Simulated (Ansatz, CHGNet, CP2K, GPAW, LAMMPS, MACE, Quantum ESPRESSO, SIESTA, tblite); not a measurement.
**Running amorphous 67HfO2-33GeO2 (mol %) (72 atoms) with tblite**

Wanted: tblite inputs and outputs for amorphous 67HfO2-33GeO2 (mol %) (72 atoms), checked against a plane-wave reference.

Program: tblite 0.8.0. Level of theory: the method is named at each step. Results are calculated unless marked as measured.

**1. The structure**

The cell holds 72 atoms: 16 Hf, 8 Ge and 48 O. Cell: a = 9.973 Å, b = 9.973 Å, c = 9.973 Å, α = 90.0°, β = 90.0°, γ = 90.0°. 72 atoms (16 Zr, 8 Ge, 48 O) placed at random at 4.59 g/cm³, melted at 5000 K for 10 ps at fixed volume with the Morse and Coulomb pair potential with partial charges (Pedone, Malavasi, Menziani, Cormack and Segre, J. Phys. Chem. B 110, 11780 (2006)). Quenched from 5000 K to 300 K at 20 K/ps and fixed volume, held 10 ps at zero pressure, then minimised at fixed cell. Then Zr was replaced by Hf and the cell scaled by 1.008 (the potential has no terms for the new elements, so the cell is a start for a DFT relaxation).

The yardstick, on the same geometry:

* method: Kohn-Sham DFT, PBE, PAW, plane waves (Ansatz 0.2.0); cutoff 420 eV, Γ point, fermi-dirac smearing of 0.05 eV; PAW set soft_2
* r.m.s. force component: 0.7386 eV/Å
* longest force: 3.019 eV/Å
* pressure: -4.67 GPa
* gap (highest filled to lowest empty level): 2.065 eV
* SCF cycles: 11
* time: 24 s on 4 threads of Arm Neoverse V1, shared host
* CPU time: 92 s

**2. GFN1-xTB**

Method: GFN1-xTB tight binding, diagonalisation.

Input file run.py:

```python
import numpy as np
from ase.io import read
from tblite.ase import TBLite

atoms = read("structure.xyz")
atoms.calc = TBLite(method="GFN1-xTB", electronic_temperature=580, accuracy=1.0, max_iterations=250, mixer_damping=0.4, verbosity=1)
energy = atoms.get_potential_energy()
forces = atoms.get_forces()
print(f"energy {energy:.6f} eV")
print("forces (eV/A)")
for i, (a, f) in enumerate(zip(atoms, forces)):
    print(f"{i:4d} {a.symbol:2s} {f[0]:10.5f} {f[1]:10.5f} {f[2]:10.5f}")
stress = -atoms.get_stress(voigt=False) * 160.21766
print("stress (GPa, compression positive)")
for row in stress:
    print(" ".join(f"{x:10.4f}" for x in row))
print("charges (e)")
print(np.array2string(atoms.get_charges(), precision=4, suppress_small=True, max_line_width=110, threshold=100000))
```

Input file structure.xyz:

```xyz
72
Lattice="9.97254 0.00000 0.00000 0.00000 9.97254 0.00000 0.00000 0.00000 9.97254" Properties=species:S:1:pos:R:3 pbc="T T T"
Hf 9.25053 9.94182 7.04939
Hf 2.34953 7.99838 8.47985
Hf 2.05863 7.58990 5.37560
Hf 1.79546 2.06541 6.73127
Hf 7.62201 9.47511 0.55318
Hf 5.32095 0.37128 7.07921
Hf 9.59009 0.04657 3.71946
Hf 1.59940 5.16219 0.26916
Hf 7.12219 7.60207 4.98358
Hf 5.51013 6.37604 7.10065
Hf 8.46569 6.45084 1.56330
Hf 4.63025 3.67698 9.04948
Hf 8.33076 3.44581 0.03052
Hf 9.40730 5.42097 7.43263
Hf 1.56748 8.40167 1.79665
Hf 0.83929 1.29464 0.24313
Ge 4.28241 2.48895 4.50649
Ge 4.31851 0.49743 0.13353
Ge 1.38319 4.54299 5.01669
Ge 7.00292 3.01450 6.58557
Ge 8.59035 3.48790 3.55691
Ge 4.85234 6.75231 0.64403
Ge 4.57550 9.38735 3.18513
Ge 4.43818 5.58851 3.77740
O 6.61459 7.46235 0.75093
O 8.81373 5.54573 9.60844
O 2.90610 1.41839 0.20793
O 3.61066 8.39847 4.25030
O 8.28788 9.00939 8.64569
O 5.45867 6.22596 5.01379
O 4.17610 9.13794 8.89331
O 5.91761 8.43697 6.57519
O 0.52815 1.25873 8.15684
O 0.64373 6.49103 1.55582
O 5.78238 0.25500 0.99646
O 8.51575 1.76843 3.28176
O 7.40581 1.22094 7.00551
O 4.68650 6.39649 2.30555
O 2.74394 5.66819 4.38732
O 3.42287 4.36588 0.62568
O 8.64589 1.34988 0.32530
O 1.16958 6.17450 8.47925
O 3.42966 7.04799 6.93600
O 3.59849 9.14861 1.71627
O 1.23620 9.12647 9.84369
O 5.43962 2.10530 5.77849
O 6.32827 3.68525 0.19706
O 4.28839 1.05888 3.60088
O 3.30251 0.61929 6.60511
O 6.16373 8.87347 3.58972
O 0.28631 3.98313 3.81619
O 8.33555 4.28430 1.99969
O 0.49464 3.39645 0.21850
O 0.95607 0.49583 2.16843
O 0.39402 1.02139 5.47383
O 5.71307 4.21350 7.22959
[... 12 atom lines left out ...]
O 7.75245 3.59470 5.10375
O 8.19055 3.64177 7.85966
O 5.11073 1.58055 8.77643
O 2.68511 3.08102 5.06116
```

The run is started by

```bash
> OMP_NUM_THREADS=1 python run.py > output.txt
```

The program printed:

```text
------------------------------------------------------------
  cycle        total energy    energy error   density error
------------------------------------------------------------
      1     -205.0619956641  -2.0515936E+02   1.3714138E+00
      2     -267.6653605512  -6.2603365E+01   1.8388746E+00
      3     -193.6581608373   7.4007200E+01   1.0418870E+00
      4     -244.6194164475  -5.0961256E+01   7.3309775E-01
      5     -246.2590985386  -1.6396821E+00   4.4315237E-01
      6     -256.9600335403  -1.0700935E+01   3.2204702E-01
      7     -255.7960892669   1.1639443E+00   2.9800962E-01
      8     -258.7149527993  -2.9188635E+00   1.5368450E-01
      9     -258.9843649234  -2.6941212E-01   1.2555319E-01
     10     -259.7445353441  -7.6017042E-01   6.5391162E-02
     11     -259.8978699757  -1.5333463E-01   3.2736641E-02
     12     -259.8802163576   1.7653618E-02   3.1783793E-02
     13     -259.9354583063  -5.5241949E-02   1.7096372E-02
     14     -259.9398528664  -4.3945601E-03   1.2102839E-02
     15     -259.9416089915  -1.7561251E-03   8.8577408E-03
     16     -259.9440567390  -2.4477476E-03   4.1230445E-03
     17     -259.9441365983  -7.9859211E-05   2.8547071E-03
     18     -259.9446146578  -4.7805958E-04   1.4665525E-03
     19     -259.9446769189  -6.2261117E-05   9.0964407E-04
     20     -259.9446825060  -5.5870303E-06   6.6418429E-04
     21     -259.9446987777  -1.6271751E-05   3.9115668E-04
     22     -259.9447035832  -4.8054279E-06   1.6589522E-04
     23     -259.9447037165  -1.3332044E-07   1.1643745E-04
     24     -259.9447044092  -6.9271664E-07   6.1586195E-05
     25     -259.9447045522  -1.4305277E-07   1.7315736E-05
------------------------------------------------------------
 total:                                   4.230 sec
energy -7073.455701 eV
forces (eV/A)
   0 Hf    0.33287   -0.37834    0.40233
   1 Hf   -0.32754    0.12888   -0.33794
   2 Hf   -0.21202    0.79273    0.31840
   3 Hf    0.98285   -0.91840    1.42818
   4 Hf    1.09984    0.23602   -1.17222
   5 Hf   -1.59219   -0.28189    0.09842
   6 Hf    1.07777    0.31964    1.01091
   7 Hf    0.47370   -0.61446   -0.55232
   8 Hf    1.68984    0.41040   -1.12360
   9 Hf   -0.74286    0.40635    0.57489
  10 Hf    0.60741    0.32552    0.92731
  11 Hf   -0.85835   -0.37687    0.24407
  12 Hf   -1.67961   -0.23192   -0.15978
  13 Hf   -0.32096    0.18589    0.48644
  14 Hf    0.01170    0.44165   -0.12223
  15 Hf   -0.25594    0.14002   -0.20544
  16 Ge   -0.91963   -0.42704    2.38366
  17 Ge    0.08154    0.15748   -2.64936
  18 Ge   -1.48454    1.25219    3.07734
  19 Ge    1.01705   -0.13572    2.85958
  20 Ge    0.36666   -1.58591   -1.87252
  21 Ge    0.10249    0.75385   -2.65853
  22 Ge   -0.83578   -2.90870    1.04798
  23 Ge   -0.22882    0.51515    1.77184
[...]
64 O    -0.39978    0.62110   -0.30394
  65 O    -0.41967   -0.31384   -0.26596
  66 O     0.64101   -0.53333   -0.76987
  67 O     1.04573   -0.45428   -1.34112
  68 O    -0.14579    0.93986   -0.26238
  69 O     0.69750    0.25817   -0.28398
  70 O     0.39841    0.21532   -0.60482
  71 O     0.37071   -1.06969   -0.52832
stress (GPa, compression positive)
   -8.0308     1.4719    -0.1118
    1.4719    -3.7652    -0.6967
   -0.1118    -0.6967    -5.1177
charges (e)
[ 1.2138  1.185   1.1772  1.1578  1.1505  1.146   1.2033  1.1536  1.1718  1.1875  1.1794  1.1481  1.1737
  1.1938  1.1676  1.2099  0.6671  0.658   0.6784  0.6712  0.6494  0.669   0.6441  0.6745 -0.454  -0.618
 -0.4232 -0.5005 -0.5947 -0.4506 -0.4851 -0.5999 -0.5899 -0.5931 -0.4485 -0.4534 -0.4752 -0.2825 -0.3576
 -0.5897 -0.5943 -0.5879 -0.6126 -0.4243 -0.6101 -0.3804 -0.6082 -0.2844 -0.6058 -0.4461 -0.3103 -0.4234
 -0.6067 -0.6012 -0.6074 -0.4796 -0.4803 -0.5959 -0.4758 -0.5916 -0.6319 -0.5803 -0.4898 -0.5906 -0.5971
 -0.5967 -0.4298 -0.2903 -0.3161 -0.4804 -0.5111 -0.3741]
```

Run time: 4.9 s. Hardware: 1 thread of Arm Neoverse V1, shared host; peak memory 0.11 GiB.

Banners, paths, timers and routine set-up lines are dropped from the logs unmarked, and long logs keep their key lines alone; longer cuts are marked.

Against the reference:

```
r.m.s. force component                  : 0.7808 eV/Å
r.m.s. difference of force components   : 757.7 meV/Å
longest difference of force vectors     : 3237 meV/Å
force difference over r.m.s. force      : 102.6 %
slope of forces against the reference's : 0.5326
correlation of force components         : 0.5038
pressure                                : -5.638 GPa
pressure difference                     : -0.9675 GPa
```

Length of the force difference by element (eV/Å):

| element | atoms | mean | most |
| --- | --- | --- | --- |
| Ge | 8 | 2.4 | 3.2 |
| Hf | 16 | 1.0 | 2.0 |
| O | 48 | 0.88 | 2.5 |

A closer look about Ge19, which bears the longest force: 10 atoms, nearest first, numbered in the order of the input, with positions taken from that point.

| atom | x | y | z | distance (Å) | bonds | Mulliken charge (e) | Fx | Fy | Fz (eV/Å) |
| --- | --- | --- | --- | --- | --- | --- | --- | --- | --- |
| Ge19 | 0.00 | 0.00 | 0.00 | 0.00 | 5 | 0.68 | -1.48 | 1.25 | 3.08 |
| O51 | -1.10 | -0.56 | -1.20 | 1.72 | 2 | -0.31 | 0.59 | -0.02 | -0.91 |
| O59 | -0.74 | -0.71 | 1.50 | 1.82 | 3 | -0.48 | 0.07 | -0.56 | -0.10 |
| O63 | -0.77 | 1.55 | 0.68 | 1.86 | 3 | -0.49 | 0.24 | 0.69 | -0.75 |
| O39 | 1.36 | 1.13 | -0.63 | 1.87 | 3 | -0.36 | 0.44 | 0.44 | -0.89 |
| O72 | 1.30 | -1.46 | 0.04 | 1.96 | 3 | -0.37 | 0.37 | -1.07 | -0.53 |
| Hf4 | 0.41 | -2.48 | 1.71 | 3.04 | 6 | 1.16 | 0.98 | -0.92 | 1.43 |
| Hf3 | 0.68 | 3.05 | 0.36 | 3.14 | 6 | 1.18 | -0.21 | 0.79 | 0.32 |
| Hf14 | -1.95 | 0.88 | 2.42 | 3.23 | 6 | 1.19 | -0.32 | 0.19 | 0.49 |
| Ge21 | -2.77 | -1.06 | -1.46 | 3.30 | 4 | 0.65 | 0.37 | -1.59 | -1.87 |

Atoms are counted from 1 here, from 0 in the log.

Forces lie 103 % from the reference's, at 0.053 times its CPU time (on 1 against 4 cores).

**3. What came out**

| Property | Result |
| --- | --- |
| force difference from the reference | tblite GFN1-xTB, 103 % |
| its CPU time | 4.9 s |

What this shows: Tight binding differs by 103 % (tblite GFN1-xTB); it is another model, with fitted parameters of its own, and the xTB methods hold dispersion. One electronic-structure run takes under half the reference's CPU time: tblite GFN1-xTB, at 103 % in 4.9 s against 92 s, too far off to be of use. Periodic xTB results under one method name differ between programs and library versions. The quench rate of 20 K/ps is many orders above laboratory rates, so the cell is likely richer in defects and strain than a real sample. The network of bonds at the start is that of the classical potential that made the cell, and needn't be the one that DFT or experiment would give. The reference's stress is far from hydrostatic: its diagonal is -7.9, -4.1, -1.9 GPa, compression counted positive. The reference's pressure of -4.7 GPa belongs to a cell and atoms that aren't relaxed at this level. The electronic-structure runs sample only Γ, in a cell whose shortest periodic width is 10 Å. Spin–orbit coupling is left out, which matters for the levels of the heavy elements.

[Also dropped from logs without a mark: logging warnings of Python, and SIESTA's first energy breakdown and zero terms.]

[Logs are printed without paths, hosts, clocks, repeated set-up lines and the standing remarks that a program may print on its own settings, such as how far it seeks lower states.]

[Hosts, paths, dates, database ids (printed as entryN), source tags and the programs' standing remarks are cut or masked in the printed files.]
